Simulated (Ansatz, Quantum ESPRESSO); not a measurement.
**PtSe2 [001], 1T: pulling along c**

The c axis is held at a set length while the cell relaxes sideways. How do the lateral strain and the stress follow? The strained cell has c along the load; unstrained it is a = 3.7684 Å, b = 3.7684 Å, c = 4.8172 Å, α = 90.00°, β = 90.00°, γ = 120.00°, with 3 atoms.

Calculated with Quantum ESPRESSO 7.5, PBE-D3(BJ), GBRV 1.5 ultrasoft potentials, cutoff 680 eV, Fermi–Dirac smearing 0.02 eV, k-mesh 9×9×6, no spin polarisation, no spin-orbit coupling.

Relaxed positions at 0 %:

```csv
atom,x,y,z
Pt,0.0000,0.0000,0.0000
Se,0.3333,0.6667,0.2660
Se,0.6667,0.3333,0.7340
```

```csv
ε_c (%),a (Å),c (Å),ε_a (%),"σ (GPa, tension positive)"
−3,3.7896,4.6727,0.562,−1.70
−2,3.7821,4.7208,0.363,−1.07
−1,3.7750,4.7690,0.176,−0.50
0,3.7684,4.8172,0.000,0.01
1,3.7624,4.8654,−0.158,0.45
3,3.7513,4.9617,−0.453,1.19
```

**Question.** Fit both responses and give the free strain and the stress at +2 %, a row left out above.

Least squares with y = y0 + y1 ε + y2 ε² (ε in %) gives ε_a = 0.002 + (−0.1689) ε + (0.0058) ε² and σ = 0.01 + (0.481) ε + (−0.029) ε² GPa. The linear terms put the ratio of free to applied strain at −0.169 and the Young modulus at 48 GPa.

At +2 % the free strain comes out as −0.313 %. The run itself gives −0.309 %, so the estimate misses by 0.004 %; the fitted rows themselves lie up to 0.003 % off the law.

The stress comes out as 0.85 GPa. The run itself gives 0.84 GPa, so the estimate misses by 0.01 GPa, a rounding's worth.

The negative ε² term means that the crystal stiffens in compression and softens in tension.

The same fit over all rows at other levels or in other programs gives the strain ratio = −0.169 with PBE-D3(BJ) (Ansatz).

[Logs are printed without paths, hosts, clocks, repeated set-up lines and the standing remarks that a program may print on its own settings, such as how far it seeks lower states.]
